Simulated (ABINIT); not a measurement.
# AlGaN2 (P3m1): G0W0 in ABINIT against the exchange cutoff

Wanted: the cheapest exchange cutoff that holds the gap of AlGaN2 (P3m1).

Program: ABINIT 10.8.3. Level of theory: LDA and many-body steps on it, plane waves. Results are calculated unless marked as measured.

### 1. Starting point

Symmetry: P3m1, No. 156, trigonal system. Conventional cell: a = 3.145 Å, b = 3.145 Å, c = 5.097 Å, α = 90.00°, β = 90.00°, γ = 120.00°. Al has 4 N at 1.89 to 1.90 Å nearest. Nearest to Ga lie 4 N at 1.93 to 1.96 Å. N has 3 Al at 1.90 Å and 1 Ga at 1.96 Å nearest. N has 1 Al at 1.89 Å and 3 Ga at 1.93 Å nearest. Farther neighbours and most contacts between anions are not listed.

The cell and positions are those that the Materials Project relaxed with its own functionals (PBE, PBE+U or r2SCAN), kept fixed.

### 2. Screening, 3×3×2 mesh, 30 bands, screening to 106.1 eV

This step: ABINIT 10.8.3; RPA screening on LDA, plane waves, norm-conserving pseudopotentials.

The RPA dielectric matrix is built and inverted for each q.

run.abi

```
acell 3*1.0 Angstrom
rprim 
  3.145282644058 -0.000000000015 0.000000000000
  -1.572641322016 2.723894671844 0.000000000000
  0.000000000000 0.000000000000 5.096893730000
ntypat 3
znucl 13 31 7
natom 4
typat 1 2 3 3
xred 
  0.000000000000 0.000000000000 0.999263770000
  0.666666666667 0.333333333333 0.497174210000
  0.666666666667 0.333333333333 0.111803640000
  0.000000000000 0.000000000000 0.628158390000
pp_dirpath "pseudos"
pseudos "Al.upf, Ga.upf, N.upf"
ecut 36
ngkpt 3 3 2
nshiftk 1
shiftk 0 0 0
kptopt 1
chksymbreak 0
istwfk *1
occopt 1
irdwfk 1
optdriver 3
nband 30
ecuteps 3.9
inclvkb 2
awtr 1
symchi 1
indata_prefix "in"
outdata_prefix "out"
tmpdata_prefix "tmp"
```

The run is started by

```bash
$ OMP_NUM_THREADS=1 mpirun -n 4 abinit run.abi > log
```

Output:

```text
.Version 10.8.3 of ABINIT. v10.8.2 released Aug 2026.

 Symmetries : space group P3 m 1 (#156); Bravais hP (primitive hexag.)
[... echo of the input left out ...]
== DATASET  1 ==================================================================
-   mpi_nproc: 4, omp_nthreads: 1 (-1 if OMP is not activated)

--- !DatasetInfo
iteration_state: {dtset: 1, }
dimensions: {natom: 4, nkpt: 6, mband: 30, nsppol: 1, nspinor: 1, nspden: 1, mpw: 3066, }
cutoff_energies: {ecut:  36.0, pawecutdg:  -1.0, }
electrons: {nelect:   2.60000000E+01, charge:   0.00000000E+00, occopt:   1.00000000E+00, tsmear:   1.00000000E-02, }

 SCREENING: Calculation of the susceptibility and dielectric matrices

 Based on a program developped by R.W. Godby, V. Olevano, G. Onida, and L. Reining.
 Incorporated in ABINIT by V. Olevano, G.-M. Rignanese, and M. Torrent.
.Using double precision arithmetic ; gwpc =  8

[... cell and pseudopotentials left out ...]
--------------------------------------------------------------------------------

 ==== K-mesh for the wavefunctions ====
 Number of points in the irreducible wedge :     6
[... list of points left out ...]
 Together with  6 symmetry operations and time-reversal symmetry
 yields    18 points in the full Brillouin Zone.

 ==== Q-mesh for the screening function ====
 Number of points in the irreducible wedge :     6
[... list of points left out ...]
 Together with  6 symmetry operations and time-reversal symmetry
 yields    18 points in the full Brillouin Zone.

 setmesh: FFT mesh size selected  =    20x   20x   36
          total number of points  =        14400

 vcoul_init : cutoff-mode = AUXILIARY_FUNCTION
 q-points for optical limit:   1
     1)      0.000010    0.000020    0.000030

- screening: taking advantage of time-reversal symmetry
- Maximum band index for partially occupied states nbvw = 13
- Remaining bands to be divided among processors   nbcw = 17
- Number of bands treated by each node ~4

 Number of electrons calculated from density =   26.0000; Expected =   26.0000
 average of density, n =  0.088231
 r_s =    1.3935
 omega_plasma =   28.6527 [eV]

 calculating chi0 at frequencies [eV] :
  1    0.000000E+00    0.000000E+00
  2    0.000000E+00    2.865274E+01

--------------------------------------------------------------------------------
  q-point number  1        q = ( 0.000000, 0.000000, 0.000000) [r.l.u.]
--------------------------------------------------------------------------------
[... chi0 elements left out ...]
 For q-point:  0.000010 0.000020 0.000030
  dielectric constant =   6.4291
  dielectric constant without local fields =   6.9174

  Average fulfillment of the sum rule on Im[epsilon] for q-point    1 :     25.35  [%]
[... wings left out ...]
  q-point number  2        q = ( 0.333333, 0.000000, 0.000000) [r.l.u.]
--------------------------------------------------------------------------------
[... chi0 elements left out ...]
  Average fulfillment of the sum rule on Im[epsilon] for q-point    2 :     33.43  [%]

 [... 4 further q-points ...]
```

It took 4 s on 4 MPI ranks of Arm Neoverse V2, shared host; peak memory 0.42 GiB; 16 s of CPU time.

This step gave:

```
ε∞ with local fields, on this mesh, along the program's q direction : 6.429
the same without local fields                                       : 6.917
plasma frequency                                                    : 28.65 eV
plane waves in the screening matrix                                 : 111
```

Local fields lower ε∞ by 7 %. On a Γ-centred mesh this coarse the value itself is usually too large, while a short band sum pulls it down.

### 3. 3.6 Ha

This step: G0W0 on LDA, plane waves, norm-conserving pseudopotentials.

Edit run.abi of step 2 so:

```diff
@@ -25,8 +25,15 @@
 irdwfk 1
-optdriver 3
+optdriver 4
 nband 30
+gwcalctyp 0
+ecutsigx 3.6
+symsigma 1
+nkptgw 1
+kptgw 
+  0.0000000000 0.0000000000 0.0000000000
+bdgw 
+  12 15
 ecuteps 3.9
-inclvkb 2
-awtr 1
-symchi 1
+irdscr 1
+ppmodel 1
 indata_prefix "in"
```

Output:

```text
.Version 10.8.3 of ABINIT. v10.8.2 released Aug 2026.

 Symmetries : space group P3 m 1 (#156); Bravais hP (primitive hexag.)
[... echo of the input left out ...]
== DATASET  1 ==================================================================
-   mpi_nproc: 4, omp_nthreads: 1 (-1 if OMP is not activated)

--- !DatasetInfo
iteration_state: {dtset: 1, }
dimensions: {natom: 4, nkpt: 6, mband: 30, nsppol: 1, nspinor: 1, nspden: 1, mpw: 3066, }
cutoff_energies: {ecut:  36.0, pawecutdg:  -1.0, }
electrons: {nelect:   2.60000000E+01, charge:   0.00000000E+00, occopt:   1.00000000E+00, tsmear:   1.00000000E-02, }

 SIGMA: Calculation of the GW corrections

 Based on a program developped by R.W. Godby, V. Olevano, G. Onida, and L. Reining.
 Incorporated in ABINIT by V. Olevano, G.-M. Rignanese, and M. Torrent.
.Using double precision arithmetic ; gwpc =  8

[... cell and pseudopotentials left out ...]
--------------------------------------------------------------------------------

 ==== K-mesh for the wavefunctions ====
 Number of points in the irreducible wedge :     6
[... list of points left out ...]
 Together with  6 symmetry operations and time-reversal symmetry
 yields    18 points in the full Brillouin Zone.

 ==== Q-mesh for screening function ====
 Number of points in the irreducible wedge :     6
[... list of points left out ...]
 Together with  6 symmetry operations and time-reversal symmetry
 yields    18 points in the full Brillouin Zone.

 vcoul_init : cutoff-mode = AUXILIARY_FUNCTION
 q-points for optical limit:   1
     1)      0.000010    0.000020    0.000030
 setmesh: FFT mesh size selected  =    20x   20x   36
          total number of points  =        14400

 Number of electrons calculated from density =   26.0000; Expected =   26.0000
 average of density, n =  0.088231
 r_s =    1.3935
 omega_plasma =   28.6527 [eV]

 === KS Band Gaps ===
  >>>> For spin  1
   Minimum direct gap =   2.9210 [eV], located at k-point      :   0.0000  0.0000  0.0000
   Fundamental gap    =   2.9210 [eV], Top of valence bands at :   0.0000  0.0000  0.0000
                                       Bottom of conduction at :   0.0000  0.0000  0.0000
 SIGMA fundamental parameters:
 PLASMON POLE MODEL  1
 number of plane-waves for SigmaX                   99
 number of plane-waves for SigmaC and W             99
 number of plane-waves for wavefunctions          3027
 number of bands                                    30
 number of independent spin polarizations            1
 number of spinorial components                      1
 number of k-points in IBZ                           6
 number of q-points in IBZ                           6
 number of symmetry operations                       6
 number of k-points in BZ                           18
 number of q-points in BZ                           18
 number of frequencies for dSigma/dE                 9
 frequency step for dSigma/dE [eV]                0.25
 number of omega for Sigma on real axis              0
 max omega for Sigma on real axis  [eV]           0.00
 zcut for avoiding poles [eV]                     0.10

 EPSILON^-1 parameters (SCR file):
 dimension of the eps^-1 matrix on file            111
 dimension of the eps^-1 matrix used                99
 number of plane-waves for wavefunctions          3027
 number of bands                                    30
 number of q-points in IBZ                           6
 number of frequencies                               2
 number of real frequencies                          1
 number of imag frequencies                          1

 matrix elements of self-energy operator (all in [eV])

 Perturbative Calculation

--- !SelfEnergy_ee
iteration_state: {dtset: 1, }
kpoint     : [   0.000,    0.000,    0.000, ]
spin       : 1
KS_gap     :    2.921
QP_gap     :    3.432
Delta_QP_KS:    0.511
data: !SigmaeeData |
     Band     E0 <VxcDFT>   SigX SigC(E0)      Z dSigC/dE  Sig(E)    E-E0       E
       12   5.381 -17.816 -19.620   4.097   0.796  -0.256 -15.991   1.825   7.206
       13   5.381 -17.816 -19.620   4.097   0.796  -0.256 -15.991   1.825   7.206
       14   8.302 -13.907  -7.995  -3.062   0.820  -0.220 -11.571   2.336  10.638
       15  10.864 -12.213  -6.009  -3.509   0.831  -0.204  -9.974   2.240  13.104

== END DATASET(S) ==============================================================
================================================================================

 -outvars: echo values of variables after computation  --------
           etotal      0.0000000000E+00
            nband          30
             nkpt           6
          spgroup         156
 [... the other variables as echoed above ...]

 Calculation completed.
```

Run time: 2.7 s. Hardware: 4 MPI ranks; peak memory 0.1 GiB; 10 s of CPU time.

Numbers from this step:

```yaml
g0w0_gap_on_the_points_computed: 3.432 eV
starting_gap_on_the_mesh: 2.921 eV
k_of_the_valence_top: 0, 0, 0
k_of_the_conduction_bottom: 0, 0, 0
z_at_the_valence_top: 0.796
z_at_the_conduction_bottom: 0.82
least_direct_g0w0_gap_on_the_computed_points: 3.432 eV
```

### 4. 7.2 Ha

Edit run.abi of step 3 so:

```diff
@@ -28,3 +28,3 @@
 gwcalctyp 0
-ecutsigx 3.6
+ecutsigx 7.2
 symsigma 1
```

Output:

```text
.Version 10.8.3 of ABINIT. v10.8.2 released Aug 2026.

 Symmetries : space group P3 m 1 (#156); Bravais hP (primitive hexag.)
[... echo of the input left out ...]
== DATASET  1 ==================================================================
-   mpi_nproc: 4, omp_nthreads: 1 (-1 if OMP is not activated)

--- !DatasetInfo
iteration_state: {dtset: 1, }
dimensions: {natom: 4, nkpt: 6, mband: 30, nsppol: 1, nspinor: 1, nspden: 1, mpw: 3066, }
cutoff_energies: {ecut:  36.0, pawecutdg:  -1.0, }
electrons: {nelect:   2.60000000E+01, charge:   0.00000000E+00, occopt:   1.00000000E+00, tsmear:   1.00000000E-02, }

 SIGMA: Calculation of the GW corrections

 Based on a program developped by R.W. Godby, V. Olevano, G. Onida, and L. Reining.
 Incorporated in ABINIT by V. Olevano, G.-M. Rignanese, and M. Torrent.
.Using double precision arithmetic ; gwpc =  8

[... cell and pseudopotentials left out ...]
--------------------------------------------------------------------------------

 ==== K-mesh for the wavefunctions ====
 Number of points in the irreducible wedge :     6
[... list of points left out ...]
 Together with  6 symmetry operations and time-reversal symmetry
 yields    18 points in the full Brillouin Zone.

 ==== Q-mesh for screening function ====
 Number of points in the irreducible wedge :     6
[... list of points left out ...]
 Together with  6 symmetry operations and time-reversal symmetry
 yields    18 points in the full Brillouin Zone.

 vcoul_init : cutoff-mode = AUXILIARY_FUNCTION
 q-points for optical limit:   1
     1)      0.000010    0.000020    0.000030
 setmesh: FFT mesh size selected  =    24x   24x   40
          total number of points  =        23040

 Number of electrons calculated from density =   26.0000; Expected =   26.0000
[...]
number of k-points in IBZ                           6
 number of q-points in IBZ                           6
 number of symmetry operations                       6
 number of k-points in BZ                           18
 number of q-points in BZ                           18
 number of frequencies for dSigma/dE                 9
 frequency step for dSigma/dE [eV]                0.25
 number of omega for Sigma on real axis              0
 max omega for Sigma on real axis  [eV]           0.00
 zcut for avoiding poles [eV]                     0.10

 EPSILON^-1 parameters (SCR file):
 dimension of the eps^-1 matrix on file            111
 dimension of the eps^-1 matrix used               111
 number of plane-waves for wavefunctions          3027
 number of bands                                    30
 number of q-points in IBZ                           6
 number of frequencies                               2
 number of real frequencies                          1
 number of imag frequencies                          1

 matrix elements of self-energy operator (all in [eV])

 Perturbative Calculation

--- !SelfEnergy_ee
iteration_state: {dtset: 1, }
kpoint     : [   0.000,    0.000,    0.000, ]
spin       : 1
KS_gap     :    2.921
QP_gap     :    3.542
Delta_QP_KS:    0.621
data: !SigmaeeData |
     Band     E0 <VxcDFT>   SigX SigC(E0)      Z dSigC/dE  Sig(E)    E-E0       E
       12   5.381 -17.816 -20.648   4.102   0.795  -0.258 -16.806   1.011   6.392
       13   5.381 -17.816 -20.648   4.102   0.795  -0.258 -16.806   1.011   6.392
       14   8.302 -13.907  -8.868  -3.047   0.819  -0.221 -12.275   1.631   9.933
       15  10.864 -12.213  -6.576  -3.502   0.830  -0.204 -10.441   1.772  12.637

== END DATASET(S) ==============================================================
================================================================================

 -outvars: echo values of variables after computation  --------
           etotal      0.0000000000E+00
            nband          30
             nkpt           6
          spgroup         156
 [... the other variables as echoed above ...]

 Calculation completed.
```

Wall time 2.7 s (4 MPI ranks); peak memory 0.1 GiB; 11 s of CPU time.

Numbers from this step:

```yaml
g0w0_gap_on_the_points_computed: 3.541 eV
starting_gap_on_the_mesh: 2.921 eV
k_of_the_valence_top: 0, 0, 0
k_of_the_conduction_bottom: 0, 0, 0
z_at_the_valence_top: 0.795
z_at_the_conduction_bottom: 0.819
least_direct_g0w0_gap_on_the_computed_points: 3.541 eV
```

(Continued in part 2 of 2.)

[Paths, hosts, dates, memory and timing lines, banners, echoed tables and standing remarks are left out of the program output.]

[Logs are printed without paths, hosts, clocks, repeated set-up lines and the standing remarks that a program may print on its own settings, such as how far it seeks lower states.]

[Runs of the session that timed out or met a known fault of the program may be left out.]

[Hosts, paths, dates, database ids (printed as entryN), source tags and the programs' standing remarks are cut or masked in the printed files.]

[G0W0 gaps are taken among the corrected bands and points alone; a level outside them can change the order at an edge.]

[Where Ansatz stands beside ABINIT at settings called matched, ABINIT's density can come from a denser mesh and the files from another edition; pairs whose starting gaps differed by over 0.03 eV were left out, so agreement reads better than it is.]
